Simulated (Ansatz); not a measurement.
# Calculated records

```
A low-energy model for Rb2CdAgBr6 (double perovskite) (Fm-3m): bands, U and J
1.0
     0.00000    5.38340   -5.38340
     5.38340    5.38340    0.00000
     5.38340    0.00000   -5.38340
Rb Ag Cd Br
2 1 1 6
Direct
  0.25000 0.25000 0.25000
  0.75000 0.75000 0.75000
  0.00000 0.00000 0.00000
  0.50000 0.50000 0.50000
  0.24853 0.24853 0.75147
  0.75147 0.75147 0.24853
  0.24853 0.75147 0.24853
  0.75147 0.24853 0.75147
  0.75147 0.24853 0.24853
  0.24853 0.75147 0.75147
# method: DFT, PBEsol, plane waves, PAW (and 1 further level or step)
# program: Ansatz 0.2.0
# settings of one run: cutoff 420 eV, 4×4×4 k-mesh, smearing width 0.08 eV, default PAW, coordination {"Ag": "octahedral"}, magnetic state non-magnetic by constraint
# cost: 2 runs, 6.3 min in all on 8 threads of Arm Neoverse N1, shared host (the runs of this entry)
# notes: The structure was built from a prototype and need not be the compound’s stable phase. This run has no spin polarisation although its electron count is odd. The structure was relaxed with PBEsol. The structure type comes from a generator and need not be one that this composition takes. Limits: no spin-orbit coupling. The bands cross the Fermi level under this constraint, which need not be the crystal’s state: magnetic order, correlation or a lattice distortion may open a gap. Coarse meshes can leave U off its limit, most where the target bands are metallic.
# Ag d + anion p: U 6.28 eV, U′ 5.18 eV, J 0.55 eV, bare V 18.8 eV
# method: constrained RPA on non-magnetic PBEsol, 2×2×2 mesh, static; search for lower states off
```

[Paths, hosts, dates, memory and timing lines, banners, echoed tables and standing remarks are left out of the program output.]

[Logs are printed without paths, hosts, clocks, repeated set-up lines and the standing remarks that a program may print on its own settings, such as how far it seeks lower states.]

[Runs of the session that timed out or met a known fault of the program may be left out.]

[Hosts, paths, dates, database ids (printed as entryN), source tags and the programs' standing remarks are cut or masked in the printed files.]
